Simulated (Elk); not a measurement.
# MnPt: a ladder in the k mesh

Two starts of MnPt are run at each rung of the k mesh. Which rung is enough?

Method: PBEsol; all-electron APW+lo, Dirac cores, scalar-relativistic bands, in Elk 11.2.3 (patched build).

### Step 1. The starting structure

The structure is tetragonal, space group P4/mmm (No. 123). The conventional cell has a = 2.830 Å, b = 2.830 Å, c = 3.660 Å, α = 90.00°, β = 90.00°, γ = 90.00°. Nearest to Mn lie 8 Pt at 2.71 Å and 4 Mn at 2.83 Å. Pt has 8 Mn at 2.71 Å and 4 Pt at 2.83 Å nearest. Farther neighbours are not listed.

As a file:

```cif
data_structure
_symmetry_space_group_name_H-M 'P4/mmm'
_symmetry_Int_Tables_number 123
_cell_length_a 2.8300
_cell_length_b 2.8300
_cell_length_c 3.6600
_cell_angle_alpha 90.000
_cell_angle_beta 90.000
_cell_angle_gamma 90.000
_cell_volume 29.31
loop_
_atom_site_label
_atom_site_type_symbol
_atom_site_symmetry_multiplicity
_atom_site_Wyckoff_symbol
_atom_site_fract_x
_atom_site_fract_y
_atom_site_fract_z
_atom_site_occupancy
Mn1 Mn 1 a 0.00000 0.00000 0.00000 1
Pt1 Pt 1 d 0.50000 0.50000 0.50000 1
```

### Step 2. Rung 1 (mesh 4×4×2), start ferro +

The ladder starts at a coarse mesh; cost grows with the number of points.

Moments are seeded by fields in the spheres (the last three columns under atoms), set against the wanted direction and reduced each loop.

elk.in

```
tasks
  0

xctype
  22

rgkmax
  7.0

nempty
  12

swidth
  0.005

reducebf
  0.5

epsengy
  1e-05

maxscl
  100

lmaxi
  3

spinpol
  .true.

sppath
  './'

avec
  5.34792493269 0.00000000000 0.00000000000
  0.00000000000 5.34792493269 0.00000000000
  0.00000000000 0.00000000000 6.91639761613

atoms
  2
  'Mn.in'
  1
  0.0000000000 0.0000000000 0.0000000000   0.000000 0.000000 -0.105000
  'Pt.in'
  1
  0.5000000000 0.5000000000 0.5000000000   0.000000 0.000000 0.000000

ngridk
  4 4 2
```

Started as:

```console
$ OMP_NUM_THREADS=4 elk
```

Numbers of over 12 decimals in the logs are rounded to 6 here.

The log of the run:

```text
Warning(gndstate): core states of species 2 leak from the muffin-tin :   0.3493734531E-03

--- INFO.OUT ---
┌─────────────────────────┐
│ Elk code version 11.2.3 │
└─────────────────────────┘

All units are atomic (Hartree, Bohr, etc.)

┌─────────────────────────────────────────────────┐
│ Ground-state run starting from atomic densities │
└─────────────────────────────────────────────────┘

Lattice vectors :
   5.347924933       0.000000000       0.000000000
   0.000000000       5.347924933       0.000000000
   0.000000000       0.000000000       6.916397616

Species : 1 (Mn)
 parameters loaded from : Mn.in
 name : manganese
 nuclear charge    :   -25.00000000
 electronic charge :    25.00000000
 atomic mass :    100145.9370
 muffin-tin radius :    2.400000000
 number of radial points in muffin-tin :    993
 inner part over the whole radius :   0.9953723401E-02
 number on inner part of muffin-tin    :    700
 approximate nuclear radius :   0.7074591925E-04
 number of mesh points to nuclear radius :    330
 atomic positions (lattice), magnetic fields (Cartesian) :
  1 :   0.00000000  0.00000000  0.00000000    0.00000000  0.00000000 -0.10500000

Species : 2 (Pt)
 parameters loaded from : Pt.in
 name : platinum
 nuclear charge    :   -78.00000000
 electronic charge :    78.00000000
 atomic mass :    355605.4401
 muffin-tin radius :    2.648962466
 number of radial points in muffin-tin :   1393
 inner part over the whole radius :   0.9986296562E-02
 number on inner part of muffin-tin    :    999
 approximate nuclear radius :   0.1029052813E-03
 number of mesh points to nuclear radius :    524
 atomic positions (lattice), magnetic fields (Cartesian) :
  1 :   0.50000000  0.50000000  0.50000000    0.00000000  0.00000000  0.00000000

Total number of atoms per unit cell :    2
Total muffin-tin volume :    135.7661270
 ratio of muffin-tin to unit cell volume :   0.6863424670

Spin treatment :
 spin-polarised
 global magnetic field (Cartesian) :    0.000000000       0.000000000       0.000000000
 collinear magnetisation in z-direction

Number of Bravais lattice symmetries :   16
Number of crystal symmetries         :   16
Crystal has inversion symmetry
Real symmetric eigensolver will be used

k-point grid :      4     4     2
k-point offset :    0.000000000       0.000000000       0.000000000
k-point set is reduced with full crystal symmetry group
Total number of k-points :       12

Muffin-tin radius times maximum |G+k| :    7.000000000
 using average radius
Maximum |G+k| for APW functions       :    2.772846915
Maximum (1/2)|G+k|²                   :    3.844340008
Maximum |G| for potential and density :    12.00000000
Constant for pseudocharge density :    8
 order of it for each species :   15  15
 order of it for pair densities of each species (exact exchange by exxq0 0: 15) :    8  11
Radial integration step length :    1

G-vector grid sizes :     21    21    27
Number of G-vectors :     5791

Maximum angular momentum used for
 APW functions            :    8
 outer part of muffin-tin :    6
 inner part of muffin-tin :    3

Number of empty states         :     24
Total number of valence states :     94
Total number of core states    :     58

Third-order local-orbitals added for an l without core states : T
Total number of local-orbitals :     61

Exchange-correlation functional :     22     0     0
 PBEsol, Phys. Rev. Lett. 100, 136406 (2008)
 gradient requirement :    1
 generalised gradient approximation (GGA)

Smearing type :    3
 Fermi-Dirac
Smearing width :   0.5000000000E-02
Effective electronic temperature (K) :    1578.875124

Mixing type :    3
 Broyden mixing, J. Phys. A: Math. Gen. 17, L317 (1984)

Kohn-Sham potential initialised from atomic data

┌──────────────────────────────┐
│ Self-consistent loop started │
└──────────────────────────────┘

┌─────────────────┐
│ Loop number : 1 │
└─────────────────┘

Energies :
 Fermi                       :     0.188805
 sum of occupied eigenvalues :     -12010.149277292
 electron kinetic            :      22260.241993327
 core electron kinetic       :      21329.368779006
 Coulomb                     :     -41456.046037795
 Coulomb potential           :     -33777.424208893
 nuclear-nuclear             :     -1885.7815636814
 electron-nuclear            :     -45412.056858342
 Hartree                     :      5841.7923842290
 Madelung                    :     -24567.333933349
 xc potential                :     -492.86110635391
 xc effective B-field        :    -0.93049479913708E-01
 external B-field            :      0.000000
 exchange                    :     -396.04791651110
 correlation                 :     -6.667285
 electron entropic           :    -0.62508290032746E-02
 total energy                :     -19598.525496480
 (external B-field energy excluded from total)

Density of states at Fermi energy :    77.40657867
 (states/Hartree/unit cell)

Estimated indirect band gap :   0.1107056661E-02
 from k-point 4 to k-point 11
Estimated direct band gap   :   0.1161706041E-02
 at k-point 4

Charges :
 core                        :    58.00000000
 valence                     :    45.00000000
 interstitial                :    2.387404104
 muffin-tins (core leakage)
  species : 1 (Mn)
   atom 1                    :    24.97229311     ( -0.2246773843E-06)
  species : 2 (Pt)
   atom 1                    :    75.64030279     (  0.3978731055E-03)
 total in muffin-tins        :    100.6125959
 total calculated charge     :    103.0004237
 total charge                :    103.0000000
 error                       :   0.4237185970E-03

Moments :
 interstitial                :  -0.9896955754E-02
 muffin-tins
  species : 1 (Mn)
   atom 1                    :    2.228535259
  species : 2 (Pt)
   atom 1                    :   0.6479773761E-02
 total in muffin-tins        :    2.235015033
 total moment                :    2.225118077

[... earlier loops left out ...]

┌──────────────────┐
│ Loop number : 22 │
└──────────────────┘

Energies :
 Fermi                       :     0.327203
 sum of occupied eigenvalues :     -12003.519974253
 electron kinetic            :      22273.699870066
 core electron kinetic       :      21330.412288036
 Coulomb                     :     -41469.497235813
 Coulomb potential           :     -33746.332691374
 nuclear-nuclear             :     -1885.7815636814
 electron-nuclear            :     -45471.117930122
 Hartree                     :      5887.4022579906
 Madelung                    :     -24596.330890126
 xc potential                :     -530.64587140973
 xc effective B-field        :    -0.241282
 external B-field            :      0.000000
 exchange                    :     -396.66503286657
 correlation                 :     -6.662366
 electron entropic           :    -0.34479163715797E-02
 total energy                :     -19599.128212446
 (external B-field energy excluded from total)

Density of states at Fermi energy :    40.33940481
 (states/Hartree/unit cell)

Estimated indirect band gap :   0.3019638865E-02
 from k-point 12 to k-point 4
Estimated direct band gap   :   0.5687289425E-02
 at k-point 6

Charges :
 core                        :    58.00000000
 valence                     :    45.00000000
 interstitial                :    2.125230529
 muffin-tins (core leakage)
  species : 1 (Mn)
   atom 1                    :    23.77508132     ( -0.2246772421E-06)
  species : 2 (Pt)
   atom 1                    :    77.09968815     (  0.3493734531E-03)
 total in muffin-tins        :    100.8747695
 total calculated charge     :    103.0005387
 total charge                :    103.0000000
 error                       :   0.5387156842E-03

Moments :
 interstitial                :   0.8532731805E-01
 muffin-tins
  species : 1 (Mn)
   atom 1                    :    3.579796289
  species : 2 (Pt)
   atom 1                    :   0.3121658716
 total in muffin-tins        :    3.891962161
 total moment                :    3.977289479

┌──────────────────────────────┐
│ Self-consistent loop stopped │
└──────────────────────────────┘

Warning : core states of species 2 leak from the muffin-tin :   0.3493734531E-03

Wrote STATE.OUT
```

The job ended after 24 s (4 threads of Arm Neoverse V2, shared host; peak memory 0.44 GiB; 83 s of CPU time).

This step gave:

```
magnetization  : 3.977 μB
final state    : ferromagnetic
largest moment : 3.580 μB
```

After 22 cycles the largest moment stands at 3.58 μB.

### Step 3. Rung 1 (mesh 2×4×2), start antiferro q=(1/2,1/2,0) +-

The second start gives the energy difference between the two end states, the quantity that is followed up the ladder. Its q is in fractions of the reciprocal vectors of the first run's cell.

elk.in

```
tasks
  0

xctype
  22

rgkmax
  7.0

nempty
  12

swidth
  0.005

reducebf
  0.5

epsengy
  1e-05

maxscl
  100

lmaxi
  3

spinpol
  .true.

sppath
  './'

avec
  10.69584986538 0.00000000000 0.00000000000
  5.34792493269 5.34792493269 0.00000000000
  0.00000000000 0.00000000000 6.91639761613

atoms
  2
  'Mn.in'
  2
  0.0000000000 0.0000000000 0.0000000000   0.000000 0.000000 -0.105000
  0.5000000000 0.0000000000 0.0000000000   0.000000 0.000000 0.105000
  'Pt.in'
  2
  0.0000000000 0.5000000000 0.5000000000   0.000000 0.000000 0.000000
  0.5000000000 0.5000000000 0.5000000000   0.000000 0.000000 0.000000

ngridk
  2 4 2
```

Started as:

```console
$ OMP_NUM_THREADS=4 elk
```

The log of the run:

```text
Warning(gndstate): core states of species 2 leak from the muffin-tin :   0.3509819966E-03

--- INFO.OUT ---
┌─────────────────────────┐
│ Elk code version 11.2.3 │
└─────────────────────────┘

All units are atomic (Hartree, Bohr, etc.)

┌─────────────────────────────────────────────────┐
│ Ground-state run starting from atomic densities │
└─────────────────────────────────────────────────┘

Lattice vectors :
   10.69584987       0.000000000       0.000000000
   5.347924933       5.347924933       0.000000000
   0.000000000       0.000000000       6.916397616

Species : 1 (Mn)
 muffin-tin radius :    2.400000000
 atomic positions (lattice), magnetic fields (Cartesian) :
  1 :   0.00000000  0.00000000  0.00000000    0.00000000  0.00000000 -0.10500000
  2 :   0.50000000  0.00000000  0.00000000    0.00000000  0.00000000  0.10500000

Species : 2 (Pt)
 muffin-tin radius :    2.648962466
 atomic positions (lattice), magnetic fields (Cartesian) :
  1 :   0.00000000  0.50000000  0.50000000    0.00000000  0.00000000  0.00000000
  2 :   0.50000000  0.50000000  0.50000000    0.00000000  0.00000000  0.00000000

Total number of atoms per unit cell :    4
Total muffin-tin volume :    271.5322539
 ratio of muffin-tin to unit cell volume :   0.6863424670

Spin treatment :
 spin-polarised
 global magnetic field (Cartesian) :    0.000000000       0.000000000       0.000000000
 collinear magnetisation in z-direction

Number of Bravais lattice symmetries :   16
Number of crystal symmetries         :   32
Crystal has inversion symmetry
Real symmetric eigensolver will be used

k-point grid :      2     4     2
k-point offset :    0.000000000       0.000000000       0.000000000
k-point set is reduced with full crystal symmetry group
[...]
nuclear-nuclear             :     -3771.5631273628
 electron-nuclear            :     -90942.726133128
 Hartree                     :      11775.265577768
 Madelung                    :     -49192.904508420
 xc potential                :     -1061.2720802359
 xc effective B-field        :    -0.523341
 external B-field            :      0.000000
 exchange                    :     -793.34861273956
 correlation                 :     -13.321831524612
 electron entropic           :    -0.35702440141449E-02
 total energy                :     -39198.274646424
 (external B-field energy excluded from total)

Density of states at Fermi energy :    38.72301505
 (states/Hartree/unit cell)

Estimated indirect band gap :   0.1199217138E-01
 from k-point 2 to k-point 1
Estimated direct band gap   :   0.1233109777E-01
 at k-point 1

Charges :
 core                        :    116.0000000
 valence                     :    90.00000000
 interstitial                :    4.263767163
 muffin-tins (core leakage)
  species : 1 (Mn)
   atom 1                    :    23.75555560     ( -0.2246778230E-06)
   atom 2                    :    23.75555560     ( -0.2246778230E-06)
  species : 2 (Pt)
   atom 1                    :    77.11256082     (  0.3509819966E-03)
   atom 2                    :    77.11256082     (  0.3509819966E-03)
 total in muffin-tins        :    201.7362328
 total calculated charge     :    205.9973963
 total charge                :    206.0000000
 error                       :   0.2603748561E-02

Moments :
 interstitial                :  -0.5299350792E-17
 muffin-tins
  species : 1 (Mn)
   atom 1                    :    3.769671664
   atom 2                    :   -3.769671664
  species : 2 (Pt)
   atom 1                    :  -0.1907184850E-18
   atom 2                    :  -0.1907184850E-18
 total in muffin-tins        :   0.8877969827E-15
 total moment                :   0.8824976319E-15

┌──────────────────────────────┐
│ Self-consistent loop stopped │
└──────────────────────────────┘

Warning : core states of species 2 leak from the muffin-tin :   0.3509819966E-03

Wrote STATE.OUT
```

The job ended after 65 s (4 threads; peak memory 0.65 GiB).

Spin moment in the muffin-tin sphere by atom:

```csv
atom,spin moment in the muffin-tin sphere (μB)
Mn1,3.77
Mn2,-3.77
Pt3,0.00
Pt4,0.00
```

This step gave:

```yaml
magnetization: 0 μB
final_state: antiferromagnetic
```

This start lies -247.9 meV a seeded atom from the first; its largest moment is 3.77 μB.

### Step 4. Rung 2 (mesh 4×4×4), start ferro +

elk.in

```
tasks
  0

xctype
  22

rgkmax
  7.0

nempty
  12

swidth
  0.005

reducebf
  0.5

epsengy
  1e-05

maxscl
  100

lmaxi
  3

spinpol
  .true.

sppath
  './'

avec
  5.34792493269 0.00000000000 0.00000000000
  0.00000000000 5.34792493269 0.00000000000
  0.00000000000 0.00000000000 6.91639761613

atoms
  2
  'Mn.in'
  1
  0.0000000000 0.0000000000 0.0000000000   0.000000 0.000000 -0.105000
  'Pt.in'
  1
  0.5000000000 0.5000000000 0.5000000000   0.000000 0.000000 0.000000

ngridk
  4 4 4
```

Started as:

```console
$ OMP_NUM_THREADS=4 elk
```

The log of the run:

```text
Warning(gndstate): core states of species 2 leak from the muffin-tin :   0.3495048915E-03

--- INFO.OUT ---
┌─────────────────────────┐
│ Elk code version 11.2.3 │
└─────────────────────────┘

All units are atomic (Hartree, Bohr, etc.)

┌─────────────────────────────────────────────────┐
│ Ground-state run starting from atomic densities │
└─────────────────────────────────────────────────┘

Lattice vectors :
   5.347924933       0.000000000       0.000000000
   0.000000000       5.347924933       0.000000000
[...]
total calculated charge     :    103.0005566
 total charge                :    103.0000000
 error                       :   0.5565589046E-03

Moments :
 interstitial                :   0.8742180758E-01
 muffin-tins
  species : 1 (Mn)
   atom 1                    :    3.642647847
  species : 2 (Pt)
   atom 1                    :   0.3835370597
 total in muffin-tins        :    4.026184906
 total moment                :    4.113606714

┌──────────────────────────────┐
│ Self-consistent loop stopped │
└──────────────────────────────┘

Warning : core states of species 2 leak from the muffin-tin :   0.3495048915E-03

Wrote STATE.OUT

[key lines of the parts left out:]
total energy                :     -19599.128753016
```

Elapsed: 32 s, on 4 threads; peak memory 0.44 GiB; 1.8 min of CPU time.

Read from the output:

- magnetization: 4.114 μB
- final state: ferromagnetic
- largest moment: 3.643 μB

The largest moment moves by +0.06 μB from rung 1, at 1.3 times its CPU time.

### Step 5. Rung 2 (mesh 2×4×4), start antiferro q=(1/2,1/2,0) +-

elk.in

```
tasks
  0

xctype
  22

rgkmax
  7.0

nempty
  12

swidth
  0.005

reducebf
  0.5

epsengy
  1e-05

maxscl
  100

lmaxi
  3

spinpol
  .true.

sppath
  './'

avec
  10.69584986538 0.00000000000 0.00000000000
  5.34792493269 5.34792493269 0.00000000000
  0.00000000000 0.00000000000 6.91639761613

atoms
  2
  'Mn.in'
  2
  0.0000000000 0.0000000000 0.0000000000   0.000000 0.000000 -0.105000
  0.5000000000 0.0000000000 0.0000000000   0.000000 0.000000 0.105000
  'Pt.in'
  2
  0.0000000000 0.5000000000 0.5000000000   0.000000 0.000000 0.000000
  0.5000000000 0.5000000000 0.5000000000   0.000000 0.000000 0.000000

ngridk
  2 4 4
```

Started as:

```console
$ OMP_NUM_THREADS=4 elk
```

The log of the run:

```text
Warning(gndstate): core states of species 2 leak from the muffin-tin :   0.3503592532E-03

--- INFO.OUT ---
┌─────────────────────────┐
│ Elk code version 11.2.3 │
└─────────────────────────┘

All units are atomic (Hartree, Bohr, etc.)

┌─────────────────────────────────────────────────┐
│ Ground-state run starting from atomic densities │
└─────────────────────────────────────────────────┘

Lattice vectors :
   10.69584987       0.000000000       0.000000000
   5.347924933       5.347924933       0.000000000
[...]
error                       :   0.2879542492E-02

Moments :
 interstitial                :  -0.5819346822E-17
 muffin-tins
  species : 1 (Mn)
   atom 1                    :    3.704884837
   atom 2                    :   -3.704884837
  species : 2 (Pt)
   atom 1                    :  -0.2235257483E-18
   atom 2                    :  -0.2235257483E-18
 total in muffin-tins        :  -0.4470514966E-18
 total moment                :  -0.6266398318E-17

┌──────────────────────────────┐
│ Self-consistent loop stopped │
└──────────────────────────────┘

Warning : core states of species 2 leak from the muffin-tin :   0.3503592532E-03

Wrote STATE.OUT

[key lines of the parts left out:]
total energy                :     -39198.281485990
```

Wall time 98 s (4 threads); peak memory 0.66 GiB; 6.3 min of CPU time.

Numbers from this step:

- magnetization: 0 μB
- final state: antiferromagnetic
- largest moment: 3.705 μB

This start lies -326.3 meV a seeded atom from the first, a change of -78.3 meV since rung 1; its largest moment is 3.70 μB.

### Step 6. Rung 3 (mesh 6×6×6), start ferro +

elk.in

```
tasks
  0

xctype
  22

rgkmax
  7.0

nempty
  12

swidth
  0.005

reducebf
  0.5

epsengy
  1e-05

maxscl
  100

lmaxi
  3

spinpol
  .true.

sppath
  './'

avec
  5.34792493269 0.00000000000 0.00000000000
  0.00000000000 5.34792493269 0.00000000000
  0.00000000000 0.00000000000 6.91639761613

atoms
  2
  'Mn.in'
  1
  0.0000000000 0.0000000000 0.0000000000   0.000000 0.000000 -0.105000
  'Pt.in'
  1
  0.5000000000 0.5000000000 0.5000000000   0.000000 0.000000 0.000000

ngridk
  6 6 6
```

Started as:

```console
$ OMP_NUM_THREADS=4 elk
```

The log of the run:

```text
Warning(gndstate): core states of species 2 leak from the muffin-tin :   0.3502992879E-03

--- INFO.OUT ---
┌─────────────────────────┐
│ Elk code version 11.2.3 │
└─────────────────────────┘

All units are atomic (Hartree, Bohr, etc.)

┌─────────────────────────────────────────────────┐
│ Ground-state run starting from atomic densities │
└─────────────────────────────────────────────────┘

Lattice vectors :
   5.347924933       0.000000000       0.000000000
   0.000000000       5.347924933       0.000000000
[...]
total calculated charge     :    103.0004711
 total charge                :    103.0000000
 error                       :   0.4710806878E-03

Moments :
 interstitial                :   0.8775999943E-01
 muffin-tins
  species : 1 (Mn)
   atom 1                    :    3.653484975
  species : 2 (Pt)
   atom 1                    :   0.3405697070
 total in muffin-tins        :    3.994054682
 total moment                :    4.081814681

┌──────────────────────────────┐
│ Self-consistent loop stopped │
└──────────────────────────────┘

Warning : core states of species 2 leak from the muffin-tin :   0.3502992879E-03

Wrote STATE.OUT

[key lines of the parts left out:]
total energy                :     -19599.131464458
```

The job ended after 65 s (4 threads; peak memory 0.45 GiB; 4 min of CPU time).

Read from the output:

```yaml
magnetization: 4.082 μB
final_state: ferromagnetic
largest_moment: 3.653 μB
```

The largest moment moves by +0.01 μB from rung 2, at 2.2 times its CPU time.

(Continued in part 2 of 2.)

[Logs and program files are shortened in this print: banners, set-up blocks, solver, clock and traceback lines can be left out without a mark of their own.]

[Logs are printed without paths, hosts, clocks, repeated set-up lines and the standing remarks that a program may print on its own settings, such as how far it seeks lower states.]

[Hosts, paths, dates, database ids (printed as entryN), source tags and the programs' standing remarks are cut or masked in the printed files.]

[Where a cell is said to come from a database of computed structures, the database is the Materials Project.]
